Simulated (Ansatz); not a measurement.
# A hypothetical structure for CdCu2S4, part 2 of 2

Starting from a made-up structure for CdCu2S4, the aim is the relaxed cell, its shortest contacts and, where a second run follows, its electronic structure.

Ansatz 0.2.0; DFT, PBE, plane-wave PAW, files of the set soft_1, scalar-relativistic, ferromagnetic start, cell and ions relaxed at zero pressure; PAW set soft_1 (the session's first sound run).

So far: Starting point; Relaxing cell and atoms.

## (3) Bands of the relaxed cell

A second self-consistent run takes a narrower smearing and the mesh shown in its input; the bands follow along the standard path of the relaxed lattice.

This step: DFT, PBE, plane-wave PAW, files of the set soft_1, scalar-relativistic, no spin, bands and density of states at the relaxed cell; PAW set soft_1 (Ansatz 0.2.0).

Input file input.yaml:

```yaml
crystal:
  lattice:
    - [7.0462705972, 0.0, -0.5536531068]
    - [0.0, 3.5688799478, 0.0]
    - [-3.8691542924, 0.0, 5.8050835486]
  atoms:
    - { symbol: Cd, position: [0.6797247883, 0.5, 0.1532291587] }
    - { symbol: Cu, position: [0.0356274208, 0.0, 0.9603566687] }
    - { symbol: Cu, position: [0.3910450937, 0.5, 0.5020846907] }
    - { symbol: S, position: [0.7779612126, 0.5, 0.8606176404] }
    - { symbol: S, position: [0.9328819342, 0.0, 0.5086543969] }
    - { symbol: S, position: [0.2808136671, 0.0, 0.6198676294] }
    - { symbol: S, position: [0.3036458832, 0.5, 0.1361898152] }
kpoints:
  mp_grid: { grid: [6, 10, 6] }
  band_path:
    path:
      - [[0.0, 0.0, 0.0], [0.5, 0.0, -0.5], [0.30243707, 0.0, -0.68450883], [0.0, 0.0, -0.5], [0.0, -0.5, -0.5], [-0.30243707, -0.5, -0.31549117], [-0.5, -0.5, 0.0], [-0.5, 0.0, 0.0], [-0.30243707, 0.0, -0.31549117]]
      - [[0.30243707, -0.5, -0.68450883], [0.5, -0.5, -0.5], [0.0, -0.5, 0.0]]
      - [[0.5, 0.0, -0.5], [0.5, -0.5, -0.5]]
    npoints: 7
scf:
  occupations: { method: fermi_dirac, width: 0.03 }
  n_extra_bands: 11
hamiltonian:
  xc: pbe
  pseudopotentials: { kind: paw, azcp: { folder: soft_1 } }
output:
  forces: true
  stress: true
  write_bands: true
  dos: { projected: true }
  write_density: true
  write_potential: true
  elf: true
  volumetric_format: npy
```

The run is started by

```
> ansatz run input.yaml --threads 4 --pin off --max-ram 10240MiB --backend cpu --events-out ev --progress --plain --runs-dir out
```

Numbers of over 12 decimals in the logs are rounded to 6 here.

The log of the run:

```text
[...]
Crystal: 7 atoms, lattice volume = 138.337 Å³
Basis set: ecut = 420 eV, 2687 PW (Γ), exchange–correlation on 96×48×96 points (8 copies of the dense FFT grid, shifted against one another)
Bands: 52, of which v1, the nominal top of the filled ones, is band 41 counted from 1 (40 counted from 0)
Symmetry: 2 space group operations
[...]
k-points: 120 of 360 (time reversal used)
[...]
SCF iter   1: F=—  HF=-25115.950989 eV  |F-HF|=—  |Δ(HF+E_count)|=         —  Δρ=9.81e-2  dr2=9.75e0  ethr=3.10e-3  ⟨swp⟩=7.3  Hψ=27401  notcnv=0  defer=82
[...]
SCF iter  12: F=-25114.492348 eV  HF=-25114.492348 eV  |F-HF|=3.82e-9  |Δ(HF+E_count)|=   1.17e-7  Δρ=5.79e-6  dr2=3.08e-8  ethr=1.22e-10  ⟨swp⟩=18.8  Hψ=50392  notcnv=0
SCF 1 converged in 12 iterations: F = -25114.492348 eV  dr2 = 3.08e-8
[...]
NSCF: frozen V_eff on 80 k-points
SCF converged after 12 iterations
Free energy (F): -25114.492348 eV
[...]
Internal energy: -25114.481320 eV  (E = F + TS)
E sigma→0 (E₀):  -25114.486834 eV
Entropy (-TS):   -0.011028 eV (-1.575 meV/atom)
Fermi energy:    8.020148 eV
[...]
--- Forces (eV/Å), atoms counted from 1 ---
  atom   1  Cd    -0.00997163     0.00000000    -0.01369802
  atom   2  Cu     0.00307397     0.00000000     0.00128759
  atom   3  Cu     0.01094545     0.00000000     0.02373583
  atom   4  S     -0.01240731    -0.00000000    -0.02036374
  atom   5  S      0.01239673     0.00000000     0.02169758
  atom   6  S     -0.01388643    -0.00000000     0.00403472
  atom   7  S      0.00985620    -0.00000000    -0.01669484
  max |Σ_I F_I| component: 6.98e-6 eV/Å
--- Stress (GPa, compression-positive) ---
        0.061701      -0.000000      -0.058365
       -0.000000      -0.067010       0.000000
       -0.058362       0.000000       0.067297
  P = ⅓ Tr σ = 0.0207 GPa (0.207 kbar)
--- Band table (eV; the first three rows and the last of 120) ---
  k-point 0: bands = [... 37 lower, 6.8008, 7.1185, 8.0537, 8.4562, 8.8297, 9.7231, 10.8575, 12.3654, ... 7 higher]
  k-point 1: bands = [... 37 lower, 6.7576, 6.9678, 7.8910, 8.3290, 8.8697, 9.9632, 10.7757, 12.3716, ... 7 higher]
  k-point 2: bands = [... 37 lower, 6.6731, 7.0112, 7.5776, 8.1136, 8.9002, 10.0581, 10.7098, 11.8735, ... 7 higher]
  k-point 119: bands = [... 37 lower, 6.4903, 6.6214, 6.7808, 6.8584, 8.0893, 10.1280, 10.9235, 11.0338, ... 7 higher]
```

Elapsed: 23 s, on 4 threads of INTEL XEON PLATINUM 8581C at 2.10GHz (Emerald Rapids), shared host; peak memory 1 GiB; 88 s of CPU time.

The column dr2 measures how far the density is from self-consistency, as an energy; F and HF (Harris–Foulkes) agree once it is small.

This step gave:

- free energy: -25114.4923 eV
- energy at zero smearing: -25114.4868 eV
- smearing term TS: 0.01103 eV
- Fermi energy: 8.020 eV
- pressure: 0.02066 GPa

bands.tsv at the labelled points (eV, zero at the Fermi level; the bands that come nearest the Fermi level along the path):

| point | band 38 | band 39 | band 40 | band 41 | band 42 | band 43 | band 44 | band 45 |
| --- | --- | --- | --- | --- | --- | --- | --- | --- |
| Γ | -1.22 | -0.90 | 0.03 | 0.44 | 0.81 | 1.70 | 2.84 | 4.35 |
| Y | -1.66 | -1.20 | -0.47 | 0.47 | 0.74 | 2.10 | 3.13 | 4.42 |
| H | -1.45 | -1.14 | -0.60 | -0.11 | 1.00 | 2.08 | 2.67 | 3.53 |
| C | -1.44 | -1.00 | -0.54 | -0.01 | 0.88 | 1.94 | 2.65 | 3.45 |
| E | -1.52 | -1.17 | -0.93 | -0.76 | -0.03 | 1.84 | 2.29 | 3.42 |
| M1 | -1.65 | -1.46 | -0.94 | -0.69 | 0.20 | 2.31 | 2.67 | 2.97 |
| A | -1.87 | -1.61 | -0.91 | -0.52 | 0.11 | 2.39 | 3.20 | 3.40 |
| X | -1.25 | -0.96 | -0.31 | -0.25 | 1.06 | 1.78 | 2.56 | 3.18 |
| H1 | -1.45 | -1.14 | -0.60 | -0.11 | 1.00 | 2.08 | 2.67 | 3.53 |
| M | -1.65 | -1.46 | -0.94 | -0.69 | 0.20 | 2.31 | 2.67 | 2.97 |
| D | -1.53 | -1.40 | -1.24 | -1.16 | 0.07 | 2.11 | 2.90 | 3.01 |
| Z | -1.81 | -1.75 | -1.20 | -1.15 | 0.78 | 2.54 | 2.92 | 3.94 |
| Y | -1.66 | -1.20 | -0.47 | 0.47 | 0.74 | 2.10 | 3.13 | 4.42 |
| D | -1.53 | -1.40 | -1.24 | -1.16 | 0.07 | 2.11 | 2.90 | 3.01 |

Valence density in the ac plane at fractional y = 0.500, with atoms of Cd and Cu and S within 0.2 Å of it. It is the smooth field of the valence electrons, not physical close to the nuclei.

Values in e/Å³, 10 rows by 16 columns, each cell a mean:
```
 0  0  0  0  0  0  0  0  0  0  0  1  1  1  1  0
 0  0  0  0  0  0  0  0  0  0  1  1  1  1  1  0
 0  0  0  0  0  0  0  0  0  0  1  1  1  0  0  0
 0  0  0  0  0  0  1  2  1  0  0  0  0  0  0  0
 0  0  0  0  1  9 38 18  1  0  0  0  0  0  0  0
 0  0  0  0  2 15 18  3  0  0  0  0  0  0  0  0
 0  0  0  0  1  1  1  0  0  0  0  0  1  1  0  0
 0  0  0  0  1  1  1  1  0  1  4 10  7  2  0  0
 0  0  0  1  1  1  1  1  1  5 18 17  4  0  0  0
 0  0  1  1  1  1  0  0  1  4  5  2  1  1  1  0
```
Columns run along a (7.1 Å), rows up along c (7.0 Å). Atoms in or near the plane, at fractional coordinates: Cd at (0.68, 0.15), Cu at (0.39, 0.50), S at (0.78, 0.86), S at (0.30, 0.14).

ELF in the ac plane at fractional y = 0.500, with atoms of Cd and Cu and S within 0.2 Å of it. It is the smooth field of the valence electrons, not physical close to the nuclei.

Values, 10 rows by 16 columns, each cell a mean:
```
0.20 0.33 0.63 0.70 0.61 0.38 0.15 0.12 0.16 0.20 0.41 0.74 0.61 0.41 0.69 0.62
0.08 0.12 0.17 0.14 0.06 0.03 0.04 0.05 0.13 0.45 0.77 0.46 0.11 0.47 0.71 0.33
0.02 0.01 0.01 0.01 0.03 0.06 0.09 0.12 0.23 0.60 0.85 0.81 0.77 0.63 0.26 0.04
0.03 0.02 0.02 0.04 0.11 0.15 0.16 0.16 0.16 0.28 0.55 0.56 0.32 0.09 0.02 0.03
0.04 0.02 0.04 0.12 0.16 0.22 0.52 0.31 0.15 0.15 0.13 0.05 0.02 0.04 0.06 0.07
0.03 0.03 0.10 0.17 0.17 0.28 0.32 0.18 0.22 0.16 0.06 0.05 0.08 0.10 0.11 0.08
0.03 0.04 0.13 0.18 0.21 0.34 0.53 0.67 0.58 0.26 0.14 0.19 0.23 0.20 0.15 0.08
0.03 0.05 0.20 0.51 0.73 0.67 0.71 0.83 0.55 0.23 0.36 0.58 0.49 0.31 0.18 0.09
0.11 0.13 0.50 0.65 0.16 0.17 0.72 0.68 0.24 0.42 0.81 0.78 0.38 0.25 0.33 0.30
0.23 0.30 0.70 0.69 0.60 0.78 0.65 0.23 0.26 0.39 0.40 0.29 0.47 0.73 0.76 0.60
```
Columns run along a (7.1 Å), rows up along c (7.0 Å). Atoms in or near the plane, at fractional coordinates: Cd at (0.68, 0.15), Cu at (0.39, 0.50), S at (0.78, 0.86), S at (0.30, 0.14).

Electrostatic potential energy in the ac plane at fractional y = 0.500, with atoms of Cd and Cu and S within 0.2 Å of it. With pseudopotentials it is smooth inside the atoms' cores, unlike the true potential.

Values in eV, 10 rows by 16 columns, each cell a mean:
```
 10  10   7   6   9  11  11   8   5   4   5  -5 -24 -32 -24   3
 12  12  12  12  12  12  12  11  11   9  -7 -32 -27 -27  -4  10
 13  13  13  13  12  12  11  10   8   5  -9 -19 -10   5  11  12
 13  12  12  12  11   8  -6 -17 -11   4   8   9  11  12  13  13
 12  12  12  11   1 -26 -37 -36 -14   8  12  12  13  12  12  12
 12  12  11   6 -21 -37 -32 -13   8  12  12  12  11  10  10  11
 11  12  10   7  -3  -5   0   5  10  11   8   2  -3  -1   6  10
 12  12  11   7  -9 -24 -27  -6   7   1 -12 -21 -20 -10   5  10
 11  11   6 -19 -30 -27 -23   2  -1 -17 -26 -26 -14   2   9  11
 10   9  -3 -25 -25 -10   5   6  -7 -16 -15  -7   3   1   0   6
```
Columns run along a (7.1 Å; values clipped at the 3rd and 97th percentile), rows up along c (7.0 Å). Atoms in or near the plane, at fractional coordinates: Cd at (0.68, 0.15), Cu at (0.39, 0.50), S at (0.78, 0.86), S at (0.30, 0.14).

## (4) What came out

```
space group, relaxed : Pm
conventional cell    : a = 6.138, b = 3.569, c = 6.976 Å; α = 90.0°, β = 115.1°, γ = 90.0°
volume per atom      : 19.76 Å³ (guess 19.32)
total moment         : 0.00 μB in the cell of 7 atoms
```

**Reading.** CdCu2S4 relaxes to Pm with a = 6.138, b = 3.569 and c = 6.976 Å. The guessed volume was 2 % too small. The space group Pm was held in the relaxation, so the end point is a stationary structure within it and may be a saddle against distortions or other arrangements. The moments died out from this one start and weren't seeded again at the relaxed cell. Bands cross the Fermi level, so it is a metal or semimetal at this level. On the 6×10×6 mesh with the narrower smearing (relaxed on 5×7×4) the largest force component is 0.024 eV/Å and the largest stress component is 0.067 GPa, against the relaxation's thresholds of 0.015 eV/Å and 0.05 GPa. The cutoff wasn't tested. A vector of the cell changed its length by 28 %, so the starting arrangement is largely lost and the mesh was laid for another shape. No dispersion term is used, so weakly bound directions may come out too long. Nothing here tests whether the compound is stable against decomposition.

[Logs are printed without paths, hosts, clocks, repeated set-up lines and the standing remarks that a program may print on its own settings, such as how far it seeks lower states.]

[Hosts, paths, dates, database ids (printed as entryN), source tags and the programs' standing remarks are cut or masked in the printed files.]
